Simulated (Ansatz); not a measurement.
# BiH3 (model cell, started as ReO3 type): a soft mode frozen in

Wanted: the energy along a soft mode of BiH3 (model cell, started as ReO3 type) and the structure at the end.

Program: Ansatz 0.2.0. Level of theory: DFT PBEsol, scalar-relativistic, plane waves, PAW. Values are calculated unless marked as measured.

Report form: inputs, costs, results and the conclusion, without the logs.

The structure was built from a prototype and need not be the compound's stable phase.

## 1. The starting structure

It takes space group Pm-3m (No. 221, cubic). The conventional cell has a = 4.163 Å, b = 4.163 Å, c = 4.163 Å, α = 90.00°, β = 90.00°, γ = 90.00°. Nearest to Bi lie 6 H at 2.08 Å. Nearest to H lie 2 Bi at 2.08 Å. Farther neighbours, and contacts between anions beyond the nearest, are not listed.

## 2. Phonons on a q mesh

Stability and thermal properties need the whole zone. Linear response on a 4×4×4 q mesh gives force constants as far as a supercell of that size would.

Input file input.yaml:

```yaml
crystal:
  lattice:
    - [4.1628261251, 0.0, 0.0]
    - [0.0, 4.1628261251, 0.0]
    - [0.0, 0.0, 4.1628261251]
  atoms:
    - { symbol: Bi, position: [0.0, 0.0, 0.0] }
    - { symbol: H, position: [0.5, 0.0, 0.0] }
    - { symbol: H, position: [0.0, 0.5, 0.0] }
    - { symbol: H, position: [0.0, 0.0, 0.5] }
kpoints:
  mp_grid: { grid: [12, 12, 12] }
hamiltonian:
  xc: pbesol
scf:
  occupations: { method: methfessel_paxton, width: 0.2 }
output:
  eigenvalues: true
phonons:
  method: dfpt
  qmesh: [4, 4, 4]
  temperatures: { t_max: 1000, t_step: 50 }
  qpath:
    path:
      - [[0.0, 0.0, 0.0], [0.0, 0.5, 0.0], [0.5, 0.5, 0.0], [0.0, 0.0, 0.0], [0.5, 0.5, 0.5], [0.0, 0.5, 0.0]]
      - [[0.5, 0.5, 0.5], [0.5, 0.5, 0.0]]
    npoints: 10
```

The run is started by

```
> ansatz run input.yaml --threads 4 --pin off --max-ram 7168MiB --backend cpu --events-out ev --progress --plain --runs-dir out
```

It took 11 min on 4 threads of Arm Neoverse V2, shared host; peak memory 3.6 GiB; 43 min of CPU time.

Numbers from this step:

```
volume per atom                                         : 18.03 Å³
gap on the k-mesh                                       : 0 eV
sum-rule residual before enforcement                    : 7.87e-5 eV/Å²
lowest frequency on the path                            : -1377 cm⁻¹
point group                                             : m-3m
highest frequency on path, mesh or solved points        : 1522 cm⁻¹
highest optical mode at the zone centre (no LO-TO term) : 476.4 cm⁻¹
lowest optical zone-centre mode                         : -1284 cm⁻¹
lowest mode on the q mesh (acoustic modes at Γ apart)   : -1377 cm⁻¹
```

Frequencies (cm⁻¹) solved at each irreducible wavevector; negative means imaginary. Frequencies by wavevector, by row:

| q in reciprocal lattice units | star | mode 1 | mode 2 | mode 3 | mode 4 | mode 10 | mode 11 | mode 12 |
| --- | --- | --- | --- | --- | --- | --- | --- | --- |
| 0 0 0 | 1 | -1284 | -1284 | -1284 | 0 | 476.4 | 476.4 | 476.4 |
| 0 0 0.25 | 6 | -1310 | -1310 | 17.9 | 17.9 | 473.6 | 473.6 | 1236 |
| 0 0 -0.5 | 3 | -1348 | -1348 | 29.8 | 29.8 | 466.5 | 466.5 | 1415 |
| 0 0.25 0.25 | 12 | -1316 | 25.4 | 72.8 | 80.6 | 559.2 | 1207 | 1277 |
| 0 0.25 -0.5 | 12 | -1344 | 34.9 | 83.3 | 104.5 | 603 | 1235 | 1422 |
| 0 -0.5 -0.5 | 3 | -1377 | 41.9 | 112.9 | 112.9 | 668.1 | 1373 | 1454 |
| 0.25 0.25 0.25 | 8 | 75.7 | 75.7 | 86.3 | 344 | 1164 | 1283 | 1283 |
| 0.25 0.25 -0.5 | 12 | 82 | 88.1 | 105.7 | 283.7 | 1184 | 1287 | 1432 |
| 0.25 -0.5 -0.5 | 6 | 89.9 | 113.5 | 113.5 | 197.7 | 1214 | 1397 | 1462 |
| -0.5 -0.5 -0.5 | 1 | 120.3 | 120.3 | 120.3 | 195.7 | 1311 | 1464 | 1464 |

Interpolated from a 4×4×4 q mesh. Phonon branches along the path, in cm⁻¹:

| point | branch 1 | branch 2 | branch 3 | branch 4 | branch 9 | branch 10 | branch 11 | branch 12 |
| --- | --- | --- | --- | --- | --- | --- | --- | --- |
| Γ | -1284 | -1284 | -1284 | 0 | 455 | 476 | 476 | 476 |
| halfway | -1310 | -1310 | 18 | 18 | 462 | 474 | 474 | 1236 |
| X | -1348 | -1348 | 30 | 30 | 458 | 466 | 466 | 1415 |
| halfway | -1344 | 35 | 83 | 104 | 471 | 603 | 1235 | 1422 |
| M | -1377 | 42 | 113 | 113 | 451 | 668 | 1373 | 1454 |
| halfway | -1316 | 25 | 73 | 81 | 471 | 559 | 1207 | 1277 |
| Γ | -1284 | -1284 | -1284 | 0 | 455 | 476 | 476 | 476 |
| halfway | 76 | 76 | 86 | 344 | 563 | 1164 | 1283 | 1283 |
| R | 120 | 120 | 120 | 196 | 664 | 1311 | 1464 | 1464 |
| halfway | 82 | 88 | 106 | 284 | 604 | 1184 | 1287 | 1432 |
| X | -1348 | -1348 | 30 | 30 | 458 | 466 | 466 | 1415 |
| jump to R | 120 | 120 | 120 | 196 | 664 | 1311 | 1464 | 1464 |
| halfway | 90 | 114 | 114 | 198 | 666 | 1214 | 1397 | 1462 |
| M | -1377 | 42 | 113 | 113 | 451 | 668 | 1373 | 1454 |

Symmetry leaves 10 wavevectors to solve. The lowest mode among them, the acoustic zeros apart, lies at q = (0, -0.5, -0.5) and is imaginary, 1376.9i cm⁻¹, so the energy falls along it.

## 3. The mode frozen in, largest atomic shift 0 Å

The mode followed lies at q = (0, 0, -0.5) with frequency 1347.5i cm⁻¹ and is 2-fold degenerate, one of the unstable modes though not the softest. At small amplitude the pattern taken leaves space group no. 63 by a symmetry search on the positions. The undistorted cell that holds it gives the zero of energy on the same k mesh.

System of this step: BiH3 (model cell, started as ReO3 type). Symmetry: Pm-3m, No. 221, cubic system. Conventional cell: a = 4.163 Å, b = 4.163 Å, c = 4.163 Å, α = 90.00°, β = 90.00°, γ = 90.00°. Bi has 6 H at 2.08 Å nearest. Nearest to H lie 2 Bi at 2.08 Å. Nearest to H lie 2 Bi at 2.08 Å. Farther neighbours, and contacts between anions beyond the nearest, are not listed.

Input file input.yaml:

```yaml
crystal:
  lattice:
    - [4.1628261251, 0.0, 0.0]
    - [0.0, 4.1628261251, 0.0]
    - [0.0, 0.0, 8.3256522502]
  atoms:
    - { symbol: Bi, position: [0.0, 0.0, 0.0] }
    - { symbol: Bi, position: [0.0, 0.0, 0.5] }
    - { symbol: H, position: [0.5, 0.0, 0.0] }
    - { symbol: H, position: [0.5, 0.0, 0.5] }
    - { symbol: H, position: [0.0, 0.5, 0.5] }
    - { symbol: H, position: [0.0, 0.5, 0.0] }
    - { symbol: H, position: [0.0, 0.0, 0.25] }
    - { symbol: H, position: [0.0, 0.0, 0.75] }
kpoints:
  mp_grid: { grid: [8, 8, 4] }
hamiltonian:
  xc: pbesol
scf:
  occupations: { method: methfessel_paxton, width: 0.2 }
output:
  forces: true
  stress: true
  eigenvalues: true
```

Run time: 2.6 s. Hardware: 4 threads; peak memory 0.48 GiB; 9.6 s of CPU time.

Read from the output:

| Item | Value |
| --- | --- |
| pressure | 0.1089 GPa |
| energy from the undistorted cell | 0 meV/atom |

The run ends at a pressure of 0.11 GPa.

## 4. The mode frozen in, largest atomic shift 0.22 Å

The atoms are moved along the unstable eigenvector, the largest shift by 0.22 Å, with the cell fixed.

input.yaml, the sections that differ from step 3:

```yaml
crystal:
  lattice:
    - [4.1628261251, 0.0, 0.0]
    - [0.0, 4.1628261251, 0.0]
    - [0.0, 0.0, 8.3256522502]
  atoms:
    - { symbol: Bi, position: [-0.0002303797, -0.0002303797, 0.0] }
    - { symbol: Bi, position: [0.0002303797, 0.0002303797, 0.5] }
    - { symbol: H, position: [0.552840571, -0.0009275983, 0.0] }
    - { symbol: H, position: [0.447159429, 0.0009275983, 0.5] }
    - { symbol: H, position: [0.0009275983, 0.447159429, 0.5] }
    - { symbol: H, position: [-0.0009275983, 0.552840571, 0.0] }
    - { symbol: H, position: [0.0, 0.0, 0.25] }
    - { symbol: H, position: [0.0, 0.0, 0.75] }
# kpoints, hamiltonian, scf, output: as in step 3
```

Elapsed: 3.4 s, on 4 threads; peak memory 0.51 GiB.

Read from the output:

```yaml
pressure: 2.202 GPa
energy_from_the_undistorted_cell: -34.69 meV/atom
```

The energy, extrapolated to zero smearing, is -34.69 meV/atom against the undistorted cell.

The run ends at a pressure of 2.20 GPa, with forces up to 0.059 eV/Å.

## 5. Energy along the mode, all amplitudes (two of the runs are shown above)

An imaginary frequency means negative curvature, so the energy should fall and then rise again as anharmonic terms take over.

Numbers from this step:

* depth at the lowest point sampled: 34.69 meV/atom
* largest atomic shift at that point: 0.22 Å

The energy from the parent by largest atomic shift:

| largest atomic shift (Å) | energy from the parent (meV/atom) |
| --- | --- |
| 0.000 | 0 |
| 0.040 | -3 |
| 0.080 | -10.7 |
| 0.140 | -24.2 |
| 0.220 | -34.7 |
| 0.320 | -17.5 |
| 0.450 | 99.0 |

Displacement at unit largest shift by atom:

| atom | x (Å) | y (Å) | z (Å) | size |
| --- | --- | --- | --- | --- |
| Bi1 | 0.00 | 0.00 | 0.00 | 0.01 |
| Bi2 | 0.00 | 0.00 | 0.00 | 0.01 |
| H3 | 1.00 | -0.02 | 0.00 | 1.00 |
| H4 | -1.00 | 0.02 | 0.00 | 1.00 |
| H5 | 0.02 | -1.00 | 0.00 | 1.00 |
| H6 | -0.02 | 1.00 | 0.00 | 1.00 |
| H7 | 0.00 | 0.00 | 0.00 | 0.00 |
| H8 | 0.00 | 0.00 | 0.00 | 0.00 |

The lowest step is at 0.22 Å, 34.7 meV/atom below the parent, and the energy rises beyond it.

## 6. Relaxing from the distorted cell

Starting from the lowest point found, all atoms and the cell are let go, so that strain and other modes of the same symmetry can join in.

input.yaml: that of step 4 with these lines changed.

```diff
@@ -24 +24,6 @@
   eigenvalues: true
+relax:
+  adjacent_minimum: "off"
+  f_tol: 0.002
+  max_steps: 120
+  cell: { stress_tol: 0.03 }
```

Wall time 2.2 min (4 threads); peak memory 0.59 GiB; 8.4 min of CPU time.

Relaxation path (22 of 34):

| step | energy less that of the first step (eV) | largest force component (eV/Å) | pressure (GPa) | volume (Å³) |
| --- | --- | --- | --- | --- |
| 1 | 0.0000 | 0.0585 | 2.20 | 144.28 |
| 3 | -0.2520 | 0.2317 | -0.23 | 165.15 |
| 4 | -0.2672 | 0.4523 | 1.16 | 170.95 |
| 6 | -0.3007 | 0.0087 | 0.06 | 170.75 |
| 7 | -0.3006 | 0.0054 | 0.02 | 171.75 |
| 9 | -0.3007 | 0.0027 | 0.00 | 171.90 |
| 10 | -0.3009 | 0.0114 | -0.01 | 171.29 |
| 12 | -0.3009 | 0.0002 | 0.00 | 171.54 |
| 14 | -0.3305 | 0.0123 | 0.08 | 173.67 |
| 15 | -0.3334 | 0.0351 | 0.04 | 173.86 |
| 17 | -0.3366 | 0.0235 | 0.02 | 169.50 |
| 18 | -0.3391 | 0.0383 | 0.08 | 163.81 |
| 20 | -0.3390 | 0.0067 | 0.01 | 164.95 |
| 21 | -0.3393 | 0.0078 | 0.02 | 164.11 |
| 23 | -0.3398 | 0.0016 | 0.01 | 162.86 |
| 25* | -0.3438 | 0.0013 | 0.04 | 163.03 |
| 26 | -0.3491 | 0.0306 | 0.11 | 157.89 |
| 28 | -0.3502 | 0.0023 | 0.00 | 157.33 |
| 29 | -0.3502 | 0.0026 | 0.00 | 157.50 |
| 31* | -0.3491 | 0.0007 | -0.01 | 157.67 |
| 32 | -0.3501 | 0.0021 | 0.01 | 156.02 |
| 34* | -0.3494 | 0.0010 | 0.00 | 156.42 |

Relaxation steps marked * repeat the geometry before them on a plane-wave basis chosen anew for their cell, so energy and pressure can jump there. Other such steps can lie between the rows shown. Relaxation step 10 was tried and not accepted.

The run keeps the 8 symmetry operations that the program found, so distortions that break them were not tested.

| cell as run | before | after | change |
| --- | --- | --- | --- |
| a (Å) | 4.163 | 4.572 | +9.8 % |
| b (Å) | 4.163 | 4.572 | +9.8 % |
| c (Å) | 8.326 | 8.236 | -1.1 % |
| γ (°) | 90.00 | 114.69 | +27.4 % |
| volume (Å³/atom) | 18.03 | 19.55 | +8.4 % |

The atoms that moved most (Å, as changes of fractional coordinates times the final cell):

| atom | dx | dy | dz | length |
| --- | --- | --- | --- | --- |
| H6 | -0.231 | 0.381 | 0.000 | 0.445 |
| H3 | 0.381 | -0.231 | 0.000 | 0.445 |
| H5 | 0.231 | -0.381 | 0.000 | 0.445 |
| H4 | -0.381 | 0.231 | 0.000 | 0.445 |
| Bi1 | 0.209 | 0.209 | 0.000 | 0.296 |
| Bi2 | -0.209 | -0.209 | 0.000 | 0.296 |

Numbers from this step:

```
pressure          : -0.004829 GPa
volume per atom   : 19.55 Å³
gap on the k-mesh : 0.7161 eV
```

The distorted start has space group Cmcm; the relaxation ends in Cmcm.

## 7. The new phase in its own primitive cell

The relaxed structure is symmetrised, reduced to its primitive cell and relaxed tightly, as its phonons need.

Input file input.yaml:

```yaml
crystal:
  lattice:
    - [3.8494894568, -2.4670367358, 0.0]
    - [3.8494894568, 2.4670367358, 0.0]
    - [0.0, 0.0, 8.2355337222]
  atoms:
    - { symbol: Bi, position: [0.9402744624, 0.0597255376, 0.75] }
    - { symbol: Bi, position: [0.0597255376, 0.9402744624, 0.25] }
    - { symbol: H, position: [0.0356430075, 0.6304676237, 0.75] }
    - { symbol: H, position: [0.9643569925, 0.3695323763, 0.25] }
    - { symbol: H, position: [0.6304676237, 0.0356430075, 0.25] }
    - { symbol: H, position: [0.3695323763, 0.9643569925, 0.75] }
    - { symbol: H, position: [0.0, 0.0, 0.0] }
    - { symbol: H, position: [0.0, 0.0, 0.5] }
kpoints:
  mp_grid: { grid: [6, 6, 4] }
hamiltonian:
  xc: pbesol
scf:
  occupations: { method: fixed }
output:
  forces: true
  stress: true
  eigenvalues: true
relax:
  adjacent_minimum: "off"
  f_tol: 0.001
  max_steps: 60
  cell: { stress_tol: 0.01 }
```

The job ended after 17 s (4 threads; peak memory 0.51 GiB; 64 s of CPU time).

Step by step:

| step | energy less that of the first step (eV) | largest force component (eV/Å) | pressure (GPa) | volume (Å³) |
| --- | --- | --- | --- | --- |
| 1 | 0.0000 | 0.0069 | 0.00 | 156.42 |
| 2 | 0.0001 | 0.0040 | 0.02 | 156.74 |
| 3 | 0.0002 | 0.0010 | 0.00 | 157.08 |
| 4 | 0.0002 | 0.0010 | 0.00 | 157.05 |
| 5 | 0.0000 | 0.0005 | 0.00 | 156.83 |
| 6 | -0.0001 | 0.0003 | 0.00 | 156.60 |
| 7* | -0.0002 | 0.0003 | 0.00 | 156.60 |

Relaxation steps marked * repeat the geometry before them on a plane-wave basis chosen anew for their cell, so energy and pressure can jump there.

The run keeps the 8 symmetry operations that the program found, so distortions that break them were not tested.

| conventional cell, symmetrised | before | after | change |
| --- | --- | --- | --- |
| a (Å) | 7.699 | 7.745 | +0.6 % |
| b (Å) | 4.934 | 4.911 | -0.5 % |
| c (Å) | 8.236 | 8.234 | -0.0 % |
| volume (Å³/atom) | 19.55 | 19.58 | +0.1 % |

Final coordinates:

```cif
data_structure
_symmetry_space_group_name_H-M 'P 1'
_symmetry_Int_Tables_number 1
_cell_length_a 4.5856
_cell_length_b 4.5856
_cell_length_c 8.2338
_cell_angle_alpha 90.000
_cell_angle_beta 90.000
_cell_angle_gamma 64.755
_cell_volume 156.60
loop_
_atom_site_label
_atom_site_type_symbol
_atom_site_fract_x
_atom_site_fract_y
_atom_site_fract_z
_atom_site_occupancy
Bi1 Bi 0.93978 0.06022 0.75000 1
Bi2 Bi 0.06022 0.93978 0.25000 1
H3 H 0.03740 0.63096 0.75000 1
H4 H 0.96260 0.36904 0.25000 1
H5 H 0.63096 0.03740 0.25000 1
H6 H 0.36904 0.96260 0.75000 1
H7 H 0.00000 0.00000 0.00000 1
H8 H 0.00000 0.00000 0.50000 1
```

Numbers from this step:

- pressure: 7.82e-4 GPa
- gap on the k-mesh: 0.7265 eV
- volume per atom: 19.58 Å³
- direct gap on mesh: 0.9547 eV

The largest force component left is 0.29 meV/Å and the pressure is 0.001 GPa, within the tolerances set. The cell now holds 19.58 Å³/atom.

## 8. Modes of the new phase, k-mesh 6×6×4, occupations fixed

A relaxed structure may still be a saddle point, so its zone-centre modes are computed. The response to a homogeneous field gives the Born charges and the dielectric tensor, and its change with displacement the Raman tensors.

Input file input.yaml:

```yaml
crystal:
  lattice:
    - [3.8727106916, -2.4555512217, 0.0]
    - [3.8727106916, 2.4555512217, 0.0]
    - [0.0, 0.0, 8.2337790689]
  atoms:
    - { symbol: Bi, position: [0.9397804029, 0.0602195971, 0.75] }
    - { symbol: Bi, position: [0.0602195971, 0.9397804029, 0.25] }
    - { symbol: H, position: [0.0373971923, 0.6309616823, 0.75] }
    - { symbol: H, position: [0.9626028077, 0.3690383177, 0.25] }
    - { symbol: H, position: [0.6309616823, 0.0373971923, 0.25] }
    - { symbol: H, position: [0.3690383177, 0.9626028077, 0.75] }
    - { symbol: H, position: [0.0, 0.0, 0.0] }
    - { symbol: H, position: [0.0, 0.0, 0.5] }
kpoints:
  mp_grid: { grid: [6, 6, 4] }
hamiltonian:
  xc: pbesol
scf:
  occupations: { method: fixed }
output:
  eigenvalues: true
phonons:
  method: dfpt
  dielectric: true
  rigid_motions: translations
  raman: true
```

Wall time 18 min (4 threads); peak memory 3.4 GiB; 61 min of CPU time.

The run was cut off at the time limit after its SCF cycle had converged; no result of it is taken.

The program's message: “Warning: RAYON”

## 9. What came out

| Item | Value |
| --- | --- |
| unstable mode of the parent | q = (0, 0, -0.5), 1348i cm⁻¹ |
| depth at the lowest point sampled | 34.7 meV/atom |
| largest atomic shift at that point | 0.22 Å |
| space group reached | Cmcm |
| energy gained over the parent (first relaxation, on the mesh of the frozen mode) | 78.4 meV/atom |
| volume per atom, phase reached | 19.6 Å³ |
| gap on the k-mesh, phase reached | 0.727 eV |

What this shows: Along this mode the structure falls into Cmcm, 78.4 meV/atom below the parent. At the parent's cell the well is 34.69 meV/atom deep on the steps tried, with its lowest point at a shift of 0.22 Å. Relaxing atoms and cell changes the gain by +43.69 meV/atom against the lowest step (energies at zero smearing). The modes of the phase reached were not computed. Of the 4 patterns followed from this parent, this one reaches the lowest energy. Differences under 1.0 meV/atom are within the error of comparing unlike cells and meshes, so the order among close phases is not settled. Each path keeps the symmetry of its pattern, so a lower phase may lie along a pattern not tried. With no gap, or one that is small against the smearing, the frequencies hang on the k mesh and the smearing, most of all near Kohn anomalies. Spin-orbit coupling is left out, which can matter for the heavy elements here. A phonon run warned that its eigensolver left some bands unconverged in a pass. The starting cell was built on a prototype and not taken from a measurement, so the phase need not exist.

[Long decimals in the printed logs are rounded to 6 places.]

[Logs are printed without paths, hosts, clocks, repeated set-up lines and the standing remarks that a program may print on its own settings, such as how far it seeks lower states.]

[Hosts, paths, dates, database ids (printed as entryN), source tags and the programs' standing remarks are cut or masked in the printed files.]

[Where the starting crystal was built by hand or by swapping elements, it need not be the compound's stable phase.]
